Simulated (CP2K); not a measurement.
Two runs for the N K edge of tetramethylammonium. Run A: CP2K XAS_TDP, all-electron GAPW, PBEh(45%), aug-cc-pVDZ, TDA, no relativity. Run B differs in one setting.

First lines with a strength over 0.0015. A:

```csv
atom,energy (eV),states,"strength, one atom"
N2 (bonded to 4 C),402.51,1,0.0517
,402.54,1,0.0515
,402.56,1,0.0514
,404.40,3,0.0040
,405.07,3,0.0074
```

B:

```csv
atom,energy (eV),states,"strength, one atom"
N2 (bonded to 4 C),406.70,1,0.0512
,406.73,1,0.0510
,406.75,1,0.0509
,408.59,3,0.0039
,409.26,3,0.0073
```

Question: Which was it: scalar relativity switched on, the functional, GW2X switched on, the basis?

GW2X switched on. GW2X shifts an atom's lines together and keeps their spacings. Against PBEh(45%) in aug-cc-pVDZ, the leading line moves by +4.19 eV, to 406.70 eV.

[Banner, clock and machine lines of the logs are left out without a mark of their own.]

[Logs are printed without paths, hosts, clocks, repeated set-up lines and the standing remarks that a program may print on its own settings, such as how far it seeks lower states.]

[Hosts, paths, dates, database ids (printed as entryN), source tags and the programs' standing remarks are cut or masked in the printed files.]
